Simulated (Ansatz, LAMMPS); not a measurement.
# Localised basis functions on glassy 46SiO2-16Al2O3-16BaO-16Li2O-5Sc2O3 (mol %) (121 atoms)

Aim: test how closely localised support functions follow the reference on glassy 46SiO2-16Al2O3-16BaO-16Li2O-5Sc2O3 (mol %) (121 atoms), and at what cost. A setting counts as converged where the r.m.s. difference of forces stays under 1 % of the r.m.s. force.

Main program and level: Ansatz 0.2.0; Kohn-Sham DFT, PBE, PAW (set soft_2), plane waves.

### 1. The starting structure

The cell holds 121 atoms: 17 Si, 12 Al, 6 Ba, 12 Li, 4 Sc and 70 O. Its edges and angles: a = 11.574 Å, b = 11.574 Å, c = 11.574 Å, α = 90.0°, β = 90.0°, γ = 90.0°. 121 atoms (17 Si, 12 Al, 6 Ba, 12 Li, 4 Sc, 70 O) placed at random at 3.16 g/cm³, melted at 4000 K for 10 ps at fixed volume with the Morse and Coulomb pair potential with partial charges (Pedone, Malavasi, Menziani, Cormack and Segre, J. Phys. Chem. B 110, 11780 (2006)). Quenched from 4000 K to 300 K at 30 K/ps and fixed volume, held 10 ps at zero pressure, then minimised at fixed cell.

Limits known from the start: The quench rate of 30 K/ps is orders of magnitude faster than experiment, which tends to freeze in extra defects. The starting topology of bonds comes from the classical model, and needn't be the one that DFT or experiment would give. The Brillouin zone is sampled at Γ only, in a cell whose shortest periodic width is 12 Å. Spin–orbit coupling is left out, which matters for the levels of the heavy elements.

### 2. Making the structure

A classical potential supplies the starting structure, since it reaches far longer times than DFT.

This step: classical MD, Morse and Coulomb pair potential with partial charges (Pedone, Malavasi, Menziani, Cormack and Segre, J. Phys. Chem. B 110, 11780 (2006)) (LAMMPS 22 Jul 2025 - Update 4).

Input file in.lmp:

```
# melt-quench of Si17Al12Ba6Li12Sc4O70
units metal
atom_style charge
boundary p p p
region box block 0 11.6490 0 11.6490 0 11.6490
create_box 6 box
mass 1 28.0850   # Si
mass 2 26.9815   # Al
mass 3 137.3270   # Ba
mass 4 6.9400   # Li
mass 5 44.9559   # Sc
mass 6 15.9990   # O
create_atoms 1 random 17 200049 NULL overlap 1.5 maxtry 2000
create_atoms 2 random 12 200056 NULL overlap 1.5 maxtry 2000
create_atoms 3 random 6 200063 NULL overlap 1.5 maxtry 2000
create_atoms 4 random 12 200070 NULL overlap 1.5 maxtry 2000
create_atoms 5 random 4 200077 NULL overlap 1.5 maxtry 2000
create_atoms 6 random 70 200084 NULL overlap 1.5 maxtry 2000
pair_style hybrid/overlay pedone 5.5 coul/long 8.0
pair_coeff * * coul/long
pair_coeff 1 6 pedone 0.340554 2.006700 2.100000 1   # Si-O
pair_coeff 2 6 pedone 0.361581 1.900442 2.164818 0.9   # Al-O
pair_coeff 3 6 pedone 0.065011 1.547596 3.393410 5   # Ba-O
pair_coeff 4 6 pedone 0.001114 3.429506 2.681360 1   # Li-O
pair_coeff 5 6 pedone 0.000333 3.144445 3.200000 2.6   # Sc-O
pair_coeff 6 6 pedone 0.042395 1.379316 3.618701 22   # O-O
set type 1 charge 2.4
set type 2 charge 1.8
set type 3 charge 1.2
set type 4 charge 0.6
set type 5 charge 1.8
set type 6 charge -1.2
kspace_style pppm 1.0e-4
neigh_modify delay 0 every 1 check yes
# [... 22 lines left out ...]
thermo 1666
fix md all npt temp 300 300 0.2 iso 0 0 2
run 5000 post no
unfix md
thermo 100
min_style cg
minimize 0 1e-3 2000 20000
write_dump all custom glass.dump id type xs ys zs modify sort id
```

Command:

```
> lmp -in in.lmp -log none -nocite
```

Log:

```text
LAMMPS (22 Jul 2025 - Update 4)
Created orthogonal box = (0 0 0) to (11.649 11.649 11.649)
Created 17 atoms
Created 12 atoms
Created 6 atoms
Created 12 atoms
Created 4 atoms
Created 70 atoms
PPPM initialization ...
  G vector (1/distance) = 0.37613258
  grid = 12 12 12
  estimated relative force accuracy = 7.0068951e-05
   Step          Time           Temp          PotEng         Press         Density
         0   0              0             -1.1753463      807404.58      3.1600395
        93   0.186          0             -12.971447     -13666.643      3.1600395
Loop time of 0.0853628 s on 1 MPI rank(s) for 93 steps with 121 atoms
Minimization stats:
  Stopping criterion = energy tolerance
  Energy initial, next-to-last, final =
      -1.1753462799436  -12.9701671851121  -12.9714468132582
  Force two-norm initial, final = 338.66629 2.5563718
  Iterations, force evaluations = 93 122
   Step          Time           Temp          PotEng         Press         Density
         0   0              4000          -12.971447      28257.002      3.1600395
       500   1              1940.152      -12.786059      29047.853      3.1600395
      1000   2              1922.4383     -12.771211      24525.131      3.1600395
Loop time of 0.542116 s on 1 MPI rank(s) for 1000 steps with 121 atoms
[... 3 lines left out ...]
      2499   4.998          3981.3167     -12.421152      68264.064      3.1600395
      3332   6.664          3134.6088     -12.419429      44089.446      3.1600395
      4165   8.33           4631.5887     -12.424445      96276.561      3.1600395
      4998   9.996          3826.1729     -12.335246      109854.29      3.1600395
      5831   11.662         3438.0211     -12.442064      86514.394      3.1600395
[... 1 line left out ...]
Loop time of 2.91257 s on 1 MPI rank(s) for 5000 steps with 121 atoms
   Step          Time           Temp          PotEng         Press         Density
[... 12 lines left out ...]
Loop time of 34.1371 s on 1 MPI rank(s) for 61667 steps with 121 atoms
   Step          Time           Temp          PotEng         Press         Density
[... 3 lines left out ...]
     71638   143.276        278.72399     -13.051287      1021.4372      3.206773
     72667   145.334        316.51846     -13.046808      5005.785       3.2217768
Loop time of 3.40588 s on 1 MPI rank(s) for 5000 steps with 121 atoms
   Step          Time           Temp          PotEng         Press         Density
     72667   145.334        316.51846     -13.046809      5005.019       3.2217768
     72683   145.366        316.51846     -13.089189      1102.2984      3.2217768
Loop time of 0.043084 s on 1 MPI rank(s) for 16 steps with 121 atoms
Minimization stats:
  Stopping criterion = linesearch alpha is zero
  Energy initial, next-to-last, final =
     -13.0468090178329  -13.0891893881642  -13.0891893881642
  Force two-norm initial, final = 13.255495 0.59861239
  Iterations, force evaluations = 16 65
```

The job ended after 41 s (1 thread of Arm Neoverse V1, shared host; peak memory 0.07 GiB).

### 3. Plane-wave single point

This run is the reference for what follows, at a cutoff of 420 eV.

Input file input.yaml:

```yaml
crystal:
  lattice:
    - [11.57411, 0.0, 0.0]
    - [0.0, 11.57411, 0.0]
    - [0.0, 0.0, 11.57411]
  atoms:
    - { symbol: Si, position: [0.72923, 0.87219, 0.43967] }
    - { symbol: Si, position: [0.51942, 0.63529, 0.95644] }
    - { symbol: Si, position: [0.35747, 0.94162, 0.54763] }
    - { symbol: Si, position: [0.07445, 0.78778, 0.63207] }
    - { symbol: Si, position: [0.58179, 0.80307, 0.64551] }
    - { symbol: Si, position: [0.9258, 0.67507, 0.44811] }
    - { symbol: Si, position: [0.67452, 0.10699, 0.95707] }
    - { symbol: Si, position: [0.55064, 0.70233, 0.31651] }
    - { symbol: Si, position: [0.52948, 0.55225, 0.54088] }
    - { symbol: Si, position: [0.86725, 0.2865, 0.86347] }
    - { symbol: Si, position: [0.32379, 0.5368, 0.11334] }
    - { symbol: Si, position: [0.08111, 0.41835, 0.2813] }
    - { symbol: Si, position: [0.09328, 0.16703, 0.8318] }
    - { symbol: Si, position: [0.58026, 0.40384, 0.88027] }
    - { symbol: Si, position: [0.9984, 0.05126, 0.22311] }
    - { symbol: Si, position: [0.41629, 0.89261, 0.18256] }
    - { symbol: Si, position: [0.43562, 0.11393, 0.35635] }
    - { symbol: Al, position: [0.85316, 0.28293, 0.30466] }
    - { symbol: Al, position: [0.23208, 0.1962, 0.19891] }
    - { symbol: Al, position: [0.58864, 0.19641, 0.71962] }
    - { symbol: Al, position: [0.84292, 0.89911, 0.04588] }
    - { symbol: Al, position: [0.76654, 0.12943, 0.49748] }
    - { symbol: Al, position: [0.7268, 0.68459, 0.12366] }
    - { symbol: Al, position: [0.97819, 0.6331, 0.16951] }
    - { symbol: Al, position: [0.01909, 0.0163, 0.48627] }
    - { symbol: Al, position: [0.22935, 0.151, 0.58464] }
    - { symbol: Al, position: [0.3686, 0.34765, 0.64565] }
    - { symbol: Al, position: [0.1886, 0.78321, 0.07925] }
    - { symbol: Al, position: [0.02357, 0.73549, 0.9003] }
    - { symbol: Ba, position: [0.27564, 0.59895, 0.79769] }
    - { symbol: Ba, position: [0.84219, 0.97008, 0.74495] }
    - { symbol: Ba, position: [0.24558, 0.67098, 0.37186] }
    [... 83 atom lines left out ...]
    - { symbol: O, position: [0.63304, 0.63505, 0.23174] }
    - { symbol: O, position: [0.61161, 0.82973, 0.77453] }
    - { symbol: O, position: [0.55172, 0.18236, 0.3516] }
    - { symbol: O, position: [0.50476, 0.91367, 0.08158] }
    - { symbol: O, position: [0.45018, 0.22022, 0.67514] }
    - { symbol: O, position: [0.16031, 0.79959, 0.92961] }
kpoints:
  mp_grid: { grid: [1, 1, 1] }
hamiltonian:
  xc: pbe
scf:
  occupations: { method: fixed }
output:
  forces: true
  stress: true
  populations: true
  dos:
    method: { smearing: { sigma: 0.08 } }
    de: 0.1
    projected: { site_lists: { Al: [Al], Ba: [Ba], Li: [Li], O: [O], Sc: [Sc] } }
  eigenvalues: true
  write_density: true
  write_potential: true
  volumetric_format: npy
```

Command:

```
> ansatz run input.yaml --threads 8 --pin off --max-ram 15872MiB --backend cpu --events-out ev --progress --plain --runs-dir out
```

Log:

```text
Engine: ansatz 0.2.0, aarch64-unknown-linux-gnu
Pseudopotentials: kind: paw
Pseudopotential: Si, paw, valence charge 4, recommended cutoff 420 eV (normal), Si.paw.azcp
Pseudopotential: Al, paw, valence charge 3, recommended cutoff 420 eV (normal), Al.paw.azcp
Pseudopotential: Ba, paw, valence charge 10, recommended cutoff 420 eV (normal), Ba.paw.azcp
Pseudopotential: Li, paw, valence charge 3, recommended cutoff 420 eV (normal), Li.paw.azcp
Pseudopotential: Sc, paw, valence charge 11, recommended cutoff 420 eV (normal), Sc.paw.azcp
Pseudopotential: O, paw, valence charge 6, recommended cutoff 420 eV (normal), O.paw.azcp
[... 5 lines on functional and potentials left out ...]
Crystal: 121 atoms, lattice volume = 1550.468 Å³
Basis set: ecut = 420 eV, 30551 PW (Γ), exchange–correlation on 160×160×160 points (8 copies of the dense FFT grid, shifted against one another)
Bands: 453, of which v1, the nominal top of the filled ones, is band 332 counted from 1 (331 counted from 0)
Symmetry: 1 space group operations
Space group: P1 (ITA 1), of the structure as read, at distance tolerance 1.2e-4 Å
k-points: 1
[... 13 lines on functional and potentials left out ...]
Initial density: superposition of atomic densities (neutral atoms: chi_scale 0, normalization atom), corrected by the library's trained network
Initial wavefunctions: pseudopotential atomic-orbital guess
Functional: x = pbe(κ = 0.804, μ = 0.219515), c = pbe(β = 0.066725)
SCF iter   1: F=—  HF=-103834.293596 eV  |F-HF|=—  |Δ(HF+E_count)|=         —  Δρ=1.99e-3  dr2=7.33e-2  ethr=1.77e-3  ⟨swp⟩=4.0  Hψ=1634  notcnv=0  defer=113
preconditioner: auto → Resta (q_TF=auto, 2.369 Å⁻¹)  ε∞=3.6  [insulator: Δε(μ)=3.720 eV  Ē_g=14.361 eV  n_scr=364 (ndim 8)  ℏωp=23.0 eV  f_vac=0.072  ε∞_Penn≈3.6]
SCF iter   2: F=—  HF=-103834.293216 eV  |F-HF|=—  |Δ(HF+E_count)|=   3.79e-4  Δρ=1.08e-3  dr2=1.98e-2  ethr=1.10e-5  ⟨swp⟩=2.0  Hψ=786  notcnv=0  defer=119
SCF iter   3: F=—  HF=-103834.296466 eV  |F-HF|=—  |Δ(HF+E_count)|=   3.25e-3  Δρ=4.74e-4  dr2=5.59e-3  ethr=2.99e-6  ⟨swp⟩=2.0  Hψ=605  notcnv=0  defer=119
SCF iter   4: F=—  HF=-103834.297117 eV  |F-HF|=—  |Δ(HF+E_count)|=   6.51e-4  Δρ=1.51e-4  dr2=4.76e-4  ethr=8.42e-7  ⟨swp⟩=2.0  Hψ=571  notcnv=0  defer=119
SCF iter   5: F=—  HF=-103834.297187 eV  |F-HF|=—  |Δ(HF+E_count)|=   6.99e-5  Δρ=1.05e-4  dr2=1.66e-4  ethr=7.17e-8  ⟨swp⟩=2.0  Hψ=576  notcnv=0  defer=114
SCF iter   6: F=—  HF=-103834.297193 eV  |F-HF|=—  |Δ(HF+E_count)|=   5.89e-6  Δρ=4.76e-5  dr2=3.57e-5  ethr=2.51e-8  ⟨swp⟩=2.0  Hψ=576  notcnv=0  defer=113
SCF iter   7: F=—  HF=-103834.296833 eV  |F-HF|=—  |Δ(HF+E_count)|=   3.60e-4  Δρ=1.79e-5  dr2=4.61e-6  ethr=5.38e-9  ⟨swp⟩=2.0  Hψ=785  notcnv=0  defer=113
SCF iter   8: F=—  HF=-103834.296834 eV  |F-HF|=—  |Δ(HF+E_count)|=   1.28e-6  Δρ=7.98e-6  dr2=1.05e-6  ethr=6.95e-10  ⟨swp⟩=2.0  Hψ=603  notcnv=0  defer=113
SCF iter   9: F=—  HF=-103834.296835 eV  |F-HF|=—  |Δ(HF+E_count)|=   5.73e-7  Δρ=3.22e-6  dr2=1.73e-7  ethr=1.58e-10  ⟨swp⟩=2.0  Hψ=570  notcnv=0  defer=113
SCF iter  10: F=-103834.296835 eV  HF=-103834.296835 eV  |F-HF|=2.68e-9  |Δ(HF+E_count)|=   8.71e-8  Δρ=1.55e-6  dr2=3.71e-8  ethr=1.51e-11  ⟨swp⟩=27.0  Hψ=5140  notcnv=0
SCF 1 converged in 10 iterations: F = -103834.296835 eV  dr2 = 3.71e-8
  greatest PAW one-centre occupation: 1.000 electrons in one spin orbital (limit 2), on the Li atom at site 45 (counted from 0), in its partial waves of l = 0
SCF converged after 10 iterations
Free energy (F): -103834.296835 eV
Harris-Foulkes:  -103834.296835 eV  (|F-HF|=2.68e-9)
Internal energy: -103834.296835 eV  (E = F + TS)
E sigma→0 (E₀):  -103834.296835 eV
Fermi energy:    4.868978 eV
--- Per-component energies (eV) ---
  E_band       = -3333.485761
  E_kinetic    = 15912.723086
  E_local      = -41035.681291  (includes V_loc(G=0)·N_el)
  E_nonlocal   = 4167.929448
  E_hartree    = 15226.963739
  E_xc         = -8231.842979
  E_vxc        = -9355.434867  (∫ρ·V_xc dr)
  E_paw        = -60875.972800  (= ΣΔE_a)
  E_vpaw       = -3477.125475  (= ΣTr[D̂ρ^β])
  E_aug_tail   = 0.178013  (compensation charges beyond the density's cutoff)
  E_ewald      = -28998.594052
  E_smearing   = -0.000000  (= −TS)
  E_closure    = 0.000000  (closes the sum)
  Σ components = -103834.296835   (vs F -103834.296835, Δ=0.00e0)
--- Forces (eV/Å), atoms counted from 1 ---
  atom   1  Si    -0.63473504    -1.70234991     0.61687079
  atom   2  Si    -0.45254798    -1.23808906     0.32341129
  atom   3  Si     0.61955306    -0.11731669    -0.66000301
  atom   4  Si    -0.49466750     0.26275374     0.57403384
  atom   5  Si    -1.01844072     0.01647168    -1.74226650
  atom   6  Si    -0.73345520     1.15574989     0.50725018
  atom   7  Si     0.17845391     0.34806862    -0.97651229
  atom   8  Si     1.17042759     1.10741078     0.53295896
  atom   9  Si     0.20782916     1.47575680    -0.22620882
  atom  10  Si     0.68958479    -0.59497599     0.10746278
  atom  11  Si     0.80358157     0.64460968    -0.89290621
  atom  12  Si     0.27650998    -0.33685755    -0.88691038
  atom  13  Si     0.47551937     1.24975381    -0.20042467
  atom  14  Si    -0.09197955     0.30002729     0.47751162
[...]
atom 120  O     -0.53357434    -0.75621766    -0.09201753
  atom 121  O      0.74137851     0.49115503    -0.33504884
  max |Σ_I F_I| component: 5.36e-5 eV/Å
--- Stress (GPa, compression-positive) ---
        7.847689       0.578187      -0.731128
        0.578190       5.174574       0.991904
       -0.731130       0.991902       5.403862
  P = ⅓ Tr σ = 6.1420 GPa (61.420 kbar)
--- Band table (eV) ---
  k-point 0: bands = ["-43.6781", "-43.2612", "-43.0656", "-42.7014", [... 437 levels ...], "14.1263", "14.1396", "14.1531", "14.1853", "14.2019", "14.2083", "14.2267", "14.2641", "14.2790", "14.2844", "14.2962", "14.3130"]
--- Löwdin populations: 121 sites ---
  site symbol       q [e]
     0     Si      2.2535
     1     Si      2.3294
     2     Si      2.3160
[...]
120      O      6.8608
  spilling = 0.011105 (of n_electrons = 664.000000)
```

It took 22 s on 8 threads of Arm Neoverse V1, shared host; peak memory 2.4 GiB.

Numbers from this run:

```
free energy                                      : -103834.2968 eV
free energy per atom                             : -858.1347 eV/atom
SCF cycles                                       : 10
pressure                                         : 6.142 GPa
r.m.s. force component                           : 0.845 eV/Å
longest force                                    : 3.123 eV/Å
Fermi energy                                     : 4.869 eV
gap (highest filled to lowest empty level) : 3.75 eV
spilling of the projection                       : 0.01111
```

The r.m.s. force component of 0.84 eV/Å and the pressure of 6.1 GPa set the scale for the differences below.

### 4. Support functions low

The cell is solved in localised support functions.

This step: Kohn-Sham DFT, PBE, PAW (set soft_2), localised support functions (low) (Ansatz 0.2.0).

input.yaml, the sections that differ from step 3:

```yaml
scf:
  occupations: { method: fixed }
  eigensolver: { kind: { support_functions: { accuracy: low } } }
  max_iter: 150
output:
  forces: true
  eigenvalues: true
# crystal, kpoints, hamiltonian: as in step 3
```

Log:

```text
Warning: scf.eigensolver.kind.support_functions: disabling space-group detection — the functions' gradient is summed over unrotated k-points, so no spatial operation reduces the k-mesh or symmetrises the density; time reversal is kept, so that k and −k are solved as one point where they differ and the mesh holds both, and exact exchange and, on two spinor components, a DFT+U term hold to it where the run has them: [...]
settings of this run that can trade accuracy for cost: scf.eigensolver.kind.support_functions; scf.eigensolver.kind.support_functions.accuracy: low [...]
[...]
Crystal: 121 atoms, lattice volume = 1550.468 Å³
Basis set: ecut = 420 eV, 30551 PW (Γ), exchange–correlation on 180×180×180 points (8 copies of the dense FFT grid, shifted against one another)
Bands: 399, of which v1, the nominal top of the filled ones, is band 332 counted from 1 (331 counted from 0)
Symmetry: 1 space group operations
k-points: 1
[...]
SCF iter   1: F=—  HF=-103831.460901 eV  |F-HF|=—  |Δ(HF+E_count)|=         —  Δρ=1.21e-1  dr2=5.30e2  ethr=1.00e-1
[...]
SCF iter  13: F=—  HF=-103834.733759 eV  |F-HF|=—  |Δ(HF+E_count)|=   5.67e-3  Δρ=4.02e-5  dr2=7.00e-5  ethr=4.50e-8  κ⁻¹=3.7e-5(r=7)
SCF iter  14: F=-103834.738203 eV  HF=-103834.738213 eV  |F-HF|=9.93e-6  |Δ(HF+E_count)|=   4.45e-3  Δρ=2.34e-5  dr2=2.10e-5  ethr=1.05e-8
SCF 1 converged in 14 iterations: F = -103834.787999 eV  dr2 = 2.10e-5
[...]
SCF converged after 14 iterations
Stability not checked: this state was not tested for a lower state beside it, because the mixer in use, unlike msr1, does not test its closes by its own steps (another_mixer; see scf.mixing.algorithm and scf.lower_state_search)
Free energy (F): -103834.787999 eV
[...]
Internal energy: -103834.787999 eV  (E = F + TS)
E sigma→0 (E₀):  -103834.787999 eV
Fermi energy:    4.869339 eV
[...]
Σ components = -103834.787999   (vs F -103834.787999, Δ=0.00e0)
--- Forces (eV/Å), atoms counted from 1 ---
  atom   1  Si    -0.63525692    -1.70238720     0.61570951
  atom   2  Si    -0.45184162    -1.24236325     0.32295568
  atom   3  Si     0.61791002    -0.11622974    -0.65820290
  atom   4  Si    -0.49566805     0.26279452     0.57576570
[...]
atom 121  O      0.74158387     0.49121724    -0.33525342
  max |Σ_I F_I| component: 6.83e-3 eV/Å
--- Band table (eV) ---
[...]
```

The job ended after 1.8 min (8 threads; peak memory 5.4 GiB).

The program notes that the band table was not solved further than the SCF left it and it switched symmetry off.

Keys that differ from the reference: support_functions.accuracy = "low" and scf.max_iter = 150.

Forces differ from the reference by 1.1 meV/Å r.m.s., 0.13 % of their size, well within a tolerance of 1 %; the energy by -4.1 meV/atom. It took roughly 5.0 times the reference's time (one timing each, with unlike analyses asked), in 14 cycles against 10.

(Continued in part 2 of 3.)

[Long decimals in the printed logs are rounded to 6 places.]

[Logs are printed without paths, hosts, clocks, repeated set-up lines and the standing remarks that a program may print on its own settings, such as how far it seeks lower states.]

[Hosts, paths, dates, database ids (printed as entryN), source tags and the programs' standing remarks are cut or masked in the printed files.]
